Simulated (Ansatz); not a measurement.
## Transmission past a defect: Al wire along [110], 2 atoms a period, vacancy of one Al

What does the defect do to the conductance?

Method: DFT PBE, plane waves, PAW; relaxation of a wire's period, in the first sound run; inputs show where later runs differ, in Ansatz 0.2.0.

## 1. The starting structure

The cell holds 2 atoms: 2 Al. Cell: a = 8.820 Å, b = 8.228 Å, c = 2.857 Å, α = 90.0°, β = 90.0°, γ = 90.0°. Vacuum lies along a and b. The structure's axis is c.

## 2. Relaxing the period

Band widths follow the bond lengths, so the wire is relaxed first. The atoms and the third cell vector are free; the box across stays fixed as vacuum. A Fermi-Dirac smearing is set since the result may be a metal. The pressure printed is a third of the stress's trace over the whole box, vacuum included; only the stress along the axis is relaxed.

The input, input.yaml:

```yaml
crystal:
  lattice:
    - [8.82, 0.0, 0.0]
    - [0.0, 8.228, 0.0]
    - [0.0, 0.0, 2.856711396]
  atoms:
    - { symbol: Al, position: [0.385487528, 0.41322314, 0.0] }
    - { symbol: Al, position: [0.614512472, 0.58682009, 0.5] }
kpoints:
  mp_grid: { grid: [1, 1, 29] }
scf:
  occupations: { method: fermi_dirac, width: 0.05 }
hamiltonian:
  xc: pbe
relax:
  cell: { fix: [a, b, alpha, beta, gamma] }
  max_steps: 60
```

Run with:

```
> ansatz run input.yaml --threads 4 --pin off --max-ram 16384MiB --backend cpu --events-out ev --progress --plain --runs-dir out
```

Numbers of over 12 decimals in the logs are rounded to 6 here.

Output:

```text
Engine: ansatz 0.2.0, aarch64-unknown-linux-gnu
Pseudopotentials: kind: paw
Pseudopotential: Al, paw, valence charge 3, recommended cutoff 420 eV (normal), Al.paw.azcp
Functional definition: PBE
  parameter kappa = 0.804
  parameter beta = 0.066725
  exchange = pbe_x(kappa = kappa, mu = beta*pi^2/3)
  correlation = pbe_c(beta = beta)
Crystal: 2 atoms, lattice volume = 207.314 Å³
Basis set: ecut = 420 eV, 4067 PW (Γ), exchange–correlation on 120×120×40 points (8 copies of the dense FFT grid, shifted against one another)
Bands: 7, of which v1, the nominal top of the filled ones, is band 3 counted from 1 (2 counted from 0)
Symmetry: 4 space group operations
Space group: P21/m (ITA 11), of the structure as read, at distance tolerance 5.9e-5 Å
k-points: 15 of 29
Non-local potential: Al, projectors of the file, l = 0: 2, l = 1: 2, l = 2: 1
PAW form: soft (Blöchl's): semilocal exchange-correlation on the pseudo side does not see the compensation charge
PAW one-centre angular grid: Al, 110 points (default); XC on 64 Gauss nodes
Initial density: superposition of atomic densities (neutral atoms: chi_scale 0, normalization atom), corrected by the library's trained network
Initial wavefunctions: pseudopotential atomic-orbital guess
Functional: x = pbe(κ = 0.804, μ = 0.219515), c = pbe(β = 0.066725)
SCF iter   1: F=—  HF=-1072.314727 eV  |F-HF|=—  |Δ(HF+E_count)|=         —  Δρ=1.58e-3  dr2=2.25e-2  ethr=1.77e-3  ⟨swp⟩=7.0  Hψ=1133  notcnv=0
preconditioner: auto → LDOS  [metal: Δε(μ)=0.014 eV  Ē_g=5.338 eV  σ=0.050 eV  W_gap=0.07  n_scr=10 (ndim 8)  ℏωp=6.3 eV  f_vac=0.405  D(μ)=2.25/eV (n_scr^D=8)  β→1.0]
SCF iter   2: F=—  HF=-1072.314366 eV  |F-HF|=—  |Δ(HF+E_count)|=   3.61e-4  Δρ=9.25e-4  dr2=2.37e-3  ethr=3.75e-4  ⟨swp⟩=2.9  Hψ=307  notcnv=0
SCF iter   3: F=—  HF=-1072.315146 eV  |F-HF|=—  |Δ(HF+E_count)|=   7.80e-4  Δρ=2.24e-4  dr2=4.91e-4  ethr=3.96e-5  ⟨swp⟩=2.1  Hψ=189  notcnv=0
SCF iter   4: F=—  HF=-1072.315148 eV  |F-HF|=—  |Δ(HF+E_count)|=   1.83e-6  Δρ=8.00e-5  dr2=4.94e-5  ethr=8.18e-6  ⟨swp⟩=2.8  Hψ=152  notcnv=0
SCF iter   5: F=—  HF=-1072.315220 eV  |F-HF|=—  |Δ(HF+E_count)|=   7.28e-5  Δρ=1.35e-5  dr2=1.36e-6  ethr=8.24e-7  ⟨swp⟩=2.5  Hψ=136  notcnv=0
SCF iter   6: F=-1072.315220 eV  HF=-1072.315221 eV  |F-HF|=8.57e-9  |Δ(HF+E_count)|=   1.76e-7  Δρ=1.61e-6  dr2=2.15e-8  ethr=1.67e-9  ⟨swp⟩=3.5  Hψ=408  notcnv=0
SCF 1 converged in 6 iterations: F = -1072.315220 eV  dr2 = 2.15e-8
  greatest PAW one-centre occupation: 0.512 electrons in one spin orbital (limit 2), on the Al atom at site 1 (counted from 0), in its partial waves of l = 0
relax step   1: F+E_penalty+E_count = -1072.31522049 eV  Δ(F+E_penalty+E_count) = +0.000e0 eV  max|allowed force component| = 3.182e-1 eV/Å  Δτ_max = 0.0000 Å  P = -1.248 GPa  Ω = 207.314 Å³  fix = [a, b, alpha, beta, gamma]  reactions: a -0.475, b -0.121 GPa; gamma +0.363 GPa/rad  (6 SCF iters, dr2 threshold 1.00e-7 eV, accepted)
Crystal: 2 atoms, lattice volume = 197.210 Å³
Basis set: ecut = 420 eV, 3911 PW (Γ), exchange–correlation on 120×120×40 points (8 copies of the dense FFT grid, shifted against one another)
Initial density: handed on by an earlier stage of this run
Initial wavefunctions: those handed on with the density
iter 1 solved again at ethr=3.66e-4 eV; its pass at ethr=3.10e-3 eV (dr2=2.19e-2 eV) is discarded
SCF iter   1: F=—  HF=-1072.549973 eV  |F-HF|=—  |Δ(HF+E_count)|=         —  Δρ=2.26e-3  dr2=2.39e-2  ethr=3.66e-4  ⟨swp⟩=1.0  Hψ=1199  notcnv=0
preconditioner: auto → LDOS  [insulator: Δε(μ)=0.209 eV  Ē_g=5.699 eV  σ=0.050 eV  W_gap=0.70  n_scr=10 (ndim 8)  ℏωp=6.5 eV  f_vac=0.434  D(μ)=1.43/eV (n_scr^D=8)  ε∞_Penn≈2.3  β→1.0]
SCF iter   2: F=—  HF=-1072.541730 eV  |F-HF|=—  |Δ(HF+E_count)|=   8.24e-3  Δρ=8.99e-4  dr2=2.90e-3  ethr=3.66e-4  ⟨swp⟩=2.5  Hψ=198  notcnv=0
SCF iter   3: F=—  HF=-1072.542203 eV  |F-HF|=—  |Δ(HF+E_count)|=   4.73e-4  Δρ=1.58e-4  dr2=1.46e-4  ethr=4.83e-5  ⟨swp⟩=2.5  Hψ=204  notcnv=0
SCF iter   4: F=—  HF=-1072.542241 eV  |F-HF|=—  |Δ(HF+E_count)|=   3.87e-5  Δρ=3.71e-5  dr2=7.51e-6  ethr=2.43e-6  ⟨swp⟩=2.9  Hψ=157  notcnv=0
SCF iter   5: F=-1072.542244 eV  HF=-1072.542244 eV  |F-HF|=3.69e-9  |Δ(HF+E_count)|=   2.80e-6  Δρ=5.43e-6  dr2=1.69e-7  ethr=3.33e-9  ⟨swp⟩=3.9  Hψ=436  notcnv=0
SCF 2 converged in 5 iterations: F = -1072.542244 eV  dr2 = 1.69e-7
  greatest PAW one-centre occupation: 0.491 electrons in one spin orbital (limit 2), on the Al atom at site 1 (counted from 0), in its partial waves of l = 0
relax step   2: F+E_penalty+E_count = -1072.54224426 eV  Δ(F+E_penalty+E_count) = -2.270e-1 eV  max|allowed force component| = 3.124e-2 eV/Å  Δτ_max = 0.0573 Å  P = -0.973 GPa  Ω = 197.210 Å³  energy of the carried Pulay correction = +4.686e-4 eV  fix = [a, b, alpha, beta, gamma]  reactions: a +0.007, b +0.130 GPa; gamma -0.005 GPa/rad  (5 SCF iters, dr2 threshold 2.00e-7 eV, accepted)
Crystal: 2 atoms, lattice volume = 187.097 Å³
Basis set: ecut = 420 eV, 3695 PW (Γ), exchange–correlation on 120×120×40 points (8 copies of the dense FFT grid, shifted against one another)
iter 1 solved again at ethr=3.42e-4 eV; its pass at ethr=3.10e-3 eV (dr2=2.05e-2 eV) is discarded
SCF iter   1: F=—  HF=-1072.702842 eV  |F-HF|=—  |Δ(HF+E_count)|=         —  Δρ=2.87e-3  dr2=2.18e-2  ethr=3.42e-4  ⟨swp⟩=1.1  Hψ=1197  notcnv=0
preconditioner: auto → LDOS  [metal: Δε(μ)=0.076 eV  Ē_g=5.855 eV  σ=0.050 eV  W_gap=0.34  n_scr=12 (ndim 8)  ℏωp=6.6 eV  f_vac=0.426  D(μ)=2.17/eV (n_scr^D=10)  β→1.0]
SCF iter   2: F=—  HF=-1072.695814 eV  |F-HF|=—  |Δ(HF+E_count)|=   7.03e-3  Δρ=6.61e-4  dr2=5.47e-4  ethr=3.42e-4  ⟨swp⟩=3.0  Hψ=204  notcnv=0
SCF iter   3: F=—  HF=-1072.696481 eV  |F-HF|=—  |Δ(HF+E_count)|=   6.67e-4  Δρ=1.36e-4  dr2=5.16e-5  ethr=9.12e-6  ⟨swp⟩=2.4  Hψ=191  notcnv=0
SCF iter   4: F=—  HF=-1072.696531 eV  |F-HF|=—  |Δ(HF+E_count)|=   4.99e-5  Δρ=5.69e-5  dr2=9.40e-6  ethr=8.60e-7  ⟨swp⟩=2.6  Hψ=177  notcnv=0
SCF iter   5: F=—  HF=-1072.696533 eV  |F-HF|=—  |Δ(HF+E_count)|=   2.28e-6  Δρ=1.04e-5  dr2=3.19e-7  ethr=1.57e-7  ⟨swp⟩=2.1  Hψ=137  notcnv=0
SCF iter   6: F=-1072.696534 eV  HF=-1072.696534 eV  |F-HF|=7.35e-9  |Δ(HF+E_count)|=   2.69e-7  Δρ=1.60e-6  dr2=9.25e-9  ethr=3.33e-9  ⟨swp⟩=4.9  Hψ=309  notcnv=0
SCF 3 converged in 6 iterations: F = -1072.696534 eV  dr2 = 9.25e-9
  greatest PAW one-centre occupation: 0.470 electrons in one spin orbital (limit 2), on the Al atom at site 1 (counted from 0), in its partial waves of l = 0
relax step   3: F+E_penalty+E_count = -1072.69653375 eV  Δ(F+E_penalty+E_count) = -1.543e-1 eV  max|allowed force component| = 1.945e-1 eV/Å  Δτ_max = 0.0448 Å  P = -0.956 GPa  Ω = 187.097 Å³  energy of the carried Pulay correction = +9.618e-4 eV  fix = [a, b, alpha, beta, gamma]  reactions: a -0.381, b -0.018 GPa; gamma +0.234 GPa/rad  (6 SCF iters, dr2 threshold 2.00e-7 eV, accepted)
[... from here on, the SCF cycles and remarks between the steps are left out ...]
relax step   4: F+E_penalty+E_count = -1072.78975969 eV  Δ(F+E_penalty+E_count) = -9.323e-2 eV  max|allowed force component| = 2.906e-1 eV/Å  Δτ_max = 0.0650 Å  P = +0.479 GPa  Ω = 176.979 Å³  energy of the carried Pulay correction = +1.481e-3 eV  fix = [a, b, alpha, beta, gamma]  reactions: a +0.443, b +0.319 GPa; gamma -0.323 GPa/rad  (6 SCF iters, dr2 threshold 2.00e-7 eV, accepted)
relax step   5: F+E_penalty+E_count = -1072.79850421 eV  Δ(F+E_penalty+E_count) = -8.745e-3 eV  max|allowed force component| = 1.563e-1 eV/Å  Δτ_max = 0.0703 Å  P = -0.061 GPa  Ω = 177.570 Å³  energy of the carried Pulay correction = +1.450e-3 eV  fix = [a, b, alpha, beta, gamma]  reactions: a -0.392, b +0.018 GPa; gamma +0.191 GPa/rad  (5 SCF iters, dr2 threshold 2.00e-7 eV, accepted)
relax step   6: F+E_penalty+E_count = -1072.82568011 eV  Δ(F+E_penalty+E_count) = -2.718e-2 eV  max|allowed force component| = 7.167e-2 eV/Å  Δτ_max = 0.2000 Å  P = -0.104 GPa  Ω = 178.327 Å³  energy of the carried Pulay correction = +1.410e-3 eV  fix = [a, b, alpha, beta, gamma]  reactions: a -0.307, b +0.102 GPa; gamma +0.035 GPa/rad  (6 SCF iters, dr2 threshold 2.00e-7 eV, accepted)
relax step   7: F+E_penalty+E_count = -1072.83983980 eV  Δ(F+E_penalty+E_count) = -1.416e-2 eV  max|allowed force component| = 1.894e-1 eV/Å  Δτ_max = 0.1953 Å  P = -0.172 GPa  Ω = 177.495 Å³  energy of the carried Pulay correction = +1.454e-3 eV  fix = [a, b, alpha, beta, gamma]  reactions: a -0.870, b +0.101 GPa; gamma +0.103 GPa/rad  (6 SCF iters, dr2 threshold 2.00e-7 eV, accepted)
relax step   8: F+E_penalty+E_count = -1072.85859446 eV  Δ(F+E_penalty+E_count) = -1.875e-2 eV  max|allowed force component| = 5.230e-2 eV/Å  Δτ_max = 0.2000 Å  P = -0.144 GPa  Ω = 177.947 Å³  energy of the carried Pulay correction = +1.430e-3 eV  fix = [a, b, alpha, beta, gamma]  reactions: a -0.651, b +0.129 GPa; gamma +0.009 GPa/rad  (6 SCF iters, dr2 threshold 2.00e-7 eV, accepted)
relax step   9: F+E_penalty+E_count = -1072.85887511 eV  Δ(F+E_penalty+E_count) = -2.806e-4 eV  max|allowed force component| = 1.422e-2 eV/Å  Δτ_max = 0.1250 Å  P = -0.136 GPa  Ω = 178.176 Å³  energy of the carried Pulay correction = +1.418e-3 eV  fix = [a, b, alpha, beta, gamma]  reactions: a -0.533, b +0.129 GPa; gamma -0.004 GPa/rad  (5 SCF iters, dr2 threshold 1.71e-7 eV, accepted)
relax step  10: F+E_penalty+E_count = -1072.85755216 eV  Δ(F+E_penalty+E_count) = +1.323e-3 eV  max|allowed force component| = 1.343e-1 eV/Å  Δτ_max = 0.0858 Å  P = -0.018 GPa  Ω = 178.177 Å³  energy of the carried Pulay correction = +1.418e-3 eV  fix = [a, b, alpha, beta, gamma]  (6 SCF iters, dr2 threshold 1.26e-8 eV, rejected (line search))
relax step  11: F+E_penalty+E_count = -1072.85968963 eV  Δ(F+E_penalty+E_count) = -8.145e-4 eV  max|allowed force component| = 4.932e-3 eV/Å  Δτ_max = 0.0429 Å  P = -0.137 GPa  Ω = 178.178 Å³  energy of the carried Pulay correction = +1.418e-3 eV  fix = [a, b, alpha, beta, gamma]  reactions: a -0.537, b +0.130 GPa; gamma -0.001 GPa/rad  (7 SCF iters, accepted)
relax step  12: F+E_penalty+E_count = -1072.85979777 eV  Δ(F+E_penalty+E_count) = -1.081e-4 eV  max|allowed force component| = 4.810e-3 eV/Å  Δτ_max = 0.0225 Å  P = -0.139 GPa  Ω = 178.174 Å³  energy of the carried Pulay correction = +1.418e-3 eV  fix = [a, b, alpha, beta, gamma]  reactions: a -0.545, b +0.130 GPa; gamma -0.000 GPa/rad  (7 SCF iters, accepted)
Basis set: ecut = 420 eV, 3475 PW (Γ), exchange–correlation on 120×120×36 points (8 copies of the dense FFT grid, shifted against one another)
Initial wavefunctions: pseudopotential atomic-orbital guess (no wavefunctions were taken with the density)
iter 1 solved again at ethr=1.28e-6 eV; its pass at ethr=3.10e-3 eV (dr2=7.66e-5 eV) is discarded
SCF iter   1: F=—  HF=-1072.859207 eV  |F-HF|=—  |Δ(HF+E_count)|=         —  Δρ=2.31e-5  dr2=8.77e-8  ethr=1.28e-6  ⟨swp⟩=3.1  Hψ=1443  notcnv=0
eigensolver tolerance schedule: the retry pair's looser diagonalisation over-reported the residual by 872.74 of it (diagonalisation noise at 0.56 of the residual, at the tolerance the schedule requests for it); recorded, not acted on — ethr = c·dr2/N_el stays at c = 1.0e-1
preconditioner: auto → LDOS  [insulator: Δε(μ)=0.301 eV  Ē_g=6.227 eV  σ=0.050 eV  W_gap=0.56  n_scr=12 (ndim 8)  ℏωp=6.8 eV  f_vac=0.412  D(μ)=0.87/eV (n_scr^D=4)  ε∞_Penn≈2.2  β→1.0]
SCF iter   2: F=—  HF=-1072.859229 eV  |F-HF|=—  |Δ(HF+E_count)|=   2.18e-5  Δρ=1.33e-6  dr2=2.47e-9  ethr=1.46e-9  ⟨swp⟩=2.7  Hψ=170  notcnv=0
SCF iter   3: F=—  HF=-1072.859229 eV  |F-HF|=—  |Δ(HF+E_count)|=   4.16e-9  Δρ=2.56e-7  dr2=3.46e-10  ethr=4.11e-11  ⟨swp⟩=2.1  Hψ=152  notcnv=0
SCF iter   4: F=—  HF=-1072.859229 eV  |F-HF|=—  |Δ(HF+E_count)|=  3.93e-11  Δρ=8.69e-8  dr2=2.55e-11  ethr=5.77e-12  ⟨swp⟩=2.3  Hψ=140  notcnv=0
SCF iter   5: F=-1072.859229 eV  HF=-1072.859229 eV  |F-HF|=2.27e-13  |Δ(HF+E_count)|=  7.73e-12  Δρ=2.50e-8  dr2=1.84e-12  ethr=1.00e-12  ⟨swp⟩=5.9  Hψ=369  notcnv=0
SCF 13 converged in 5 iterations: F = -1072.859229 eV  dr2 = 1.84e-12
relax step  13: F+E_penalty+E_count = -1072.85922880 eV  Δ(F+E_penalty+E_count) = +5.690e-4 eV  max|allowed force component| = 4.824e-3 eV/Å  Δτ_max = 0.0000 Å  P = -0.143 GPa  Ω = 178.174 Å³  fix = [a, b, alpha, beta, gamma]  reactions: a -0.547, b +0.127 GPa; gamma -0.000 GPa/rad  stress off target by 9.33e-3 GPa on what of the cell is left free  SCF on the basis re-selected at this cell (its energy is not comparable with the rows above)  (5 SCF iters)
basis re-selected at this cell: Δ(F+E_penalty+E_count) = +5.690e-4 eV, ΔP = -0.004 GPa vs the last step (what re-selecting the basis moved, of the pressure what is left beyond the Pulay correction that the steps carried, after the strain that the cell walked since its last selection, with what the two solves' SCF thresholds leave and, on support functions, any second-order correction that the steps lacked; it is no measure of the basis error at this ecutwfc). The dense FFT grid was sized anew with the basis: this SCF ran on 60×60×18 points, the steps before it on 60×60×20, so part of this shift can come from that change (see relax.cell in the input reference). [rest of the remark cut]
SCF converged after 5 iterations
Free energy (F): -1072.859229 eV
Harris-Foulkes:  -1072.859229 eV  (|F-HF|=2.27e-13)
Internal energy: -1072.852556 eV  (E = F + TS)
E sigma→0 (E₀):  -1072.855893 eV
Entropy (-TS):   -0.006672 eV (-3.336 meV/atom)
Fermi energy:    -1.869647 eV
--- Per-component energies (eV) ---
  E_band       = -32.171646
  E_kinetic    = 40.105645
  E_local      = -191.110553  (includes V_loc(G=0)·N_el)
  E_nonlocal   = 21.810163
  E_hartree    = 78.433545
  E_xc         = -75.323163
  E_vxc        = -52.265795  (∫ρ·V_xc dr)
  E_paw        = -934.943789  (= ΣΔE_a)
  E_vpaw       = -7.578187  (= ΣTr[D̂ρ^β])
  E_aug_tail   = -0.000004  (compensation charges beyond the density's cutoff)
  E_ewald      = -11.824400
  E_smearing   = -0.006672  (= −TS)
  E_closure    = 0.000000  (closes the sum)
  Σ components = -1072.859229   (vs F -1072.859229, Δ=0.00e0)
--- Forces (eV/Å), atoms counted from 1 ---
  atom   1  Al     0.00482373    -0.00000855     0.00000000
  atom   2  Al    -0.00482373     0.00000855    -0.00000000
  max |Σ_I F_I| component: 1.69e-21 eV/Å
--- Stress (GPa, compression-positive) ---
       -0.547195       0.000002      -0.000000
        0.000002       0.126555      -0.000000
       -0.000000      -0.000000      -0.009330
  P = ⅓ Tr σ = -0.1433 GPa (-1.433 kbar)
--- Relaxed structure (12 steps of the walk, 11 accepted, 1 SCFs on fresh bases) ---
  F+E_penalty+E_count = -1072.85922880 eV   max|allowed force component| = 4.824e-3 eV/Å   (the final SCF, on the basis selected at the relaxed cell)
  cell:  # Å, volume = 178.1743 Å³
    - [8.82, 0, 0.0]
    - [0, 8.228, 0.0]
    - [0.0, 0.0, 2.455173]
  atoms:
    - { symbol: Al, position: [0.362964, 0.500026, 0.0] }
    - { symbol: Al, position: [0.637036, 0.500017, 0.5] }
```

It took 11 s on 4 threads of Arm Neoverse N1, shared host; peak memory 0.38 GiB.

Step by step:

| step | energy less that of the first step (eV) | largest force component (eV/Å) | pressure (GPa) | volume (Å³) |
| --- | --- | --- | --- | --- |
| 1 | 0.0000 | 0.3182 | -1.25 | 207.31 |
| 2 | -0.2270 | 0.0312 | -0.97 | 197.21 |
| 3 | -0.3813 | 0.1945 | -0.96 | 187.10 |
| 4 | -0.4745 | 0.2906 | 0.48 | 176.98 |
| 5 | -0.4833 | 0.1563 | -0.06 | 177.57 |
| 6 | -0.5105 | 0.0717 | -0.10 | 178.33 |
| 7 | -0.5246 | 0.1894 | -0.17 | 177.50 |
| 8 | -0.5434 | 0.0523 | -0.14 | 177.95 |
| 9 | -0.5437 | 0.0142 | -0.14 | 178.18 |
| 10 | -0.5423 | 0.1343 | -0.02 | 178.18 |
| 11 | -0.5445 | 0.0049 | -0.14 | 178.18 |
| 12 | -0.5446 | 0.0048 | -0.14 | 178.17 |
| 13* | -0.5440 | 0.0048 | -0.14 | 178.17 |

Relaxation steps marked * repeat the geometry before them on a plane-wave basis chosen anew for their cell, so energy and pressure can jump there. Relaxation step 10 was tried and not accepted.

Forces are held to the 4 operations that the run works with; a distortion that breaks them can't arise in this run.

| cell as run | before | after | change |
| --- | --- | --- | --- |
| c (Å) | 2.857 | 2.455 | -14.1 % |

The atoms that moved most (Å, along periodic axes as changes of fractional coordinates times the final cell, across vacuum about the mean position):

| atom | dx | dy | dz | length |
| --- | --- | --- | --- | --- |
| Al1 | -0.199 | 0.714 | 0.000 | 0.741 |
| Al2 | 0.199 | -0.714 | 0.000 | 0.741 |

The relaxed structure:

```cif
data_structure
_symmetry_space_group_name_H-M 'P 1'
_symmetry_Int_Tables_number 1
_cell_length_a 8.8200
_cell_length_b 8.2280
_cell_length_c 2.4552
_cell_angle_alpha 90.000
_cell_angle_beta 90.000
_cell_angle_gamma 90.000
_cell_volume 178.17
loop_
_atom_site_label
_atom_site_type_symbol
_atom_site_fract_x
_atom_site_fract_y
_atom_site_fract_z
_atom_site_occupancy
Al1 Al 0.36296 0.50003 0.00000 1
Al2 Al 0.63704 0.50002 0.50000 1
```

This step gave:

| Quantity | Value |
| --- | --- |
| energy at zero smearing | -1072.8559 eV |
| cell length along the wire | 2.455 Å |

The cell's length comes to 2.455 Å with spin left out. That is -14 % against the start, more than a small adjustment.

(Continued in part 2 of 3.)

[Logs are printed without paths, hosts, clocks, repeated set-up lines and the standing remarks that a program may print on its own settings, such as how far it seeks lower states.]

[Hosts, paths, dates, database ids (printed as entryN), source tags and the programs' standing remarks are cut or masked in the printed files.]
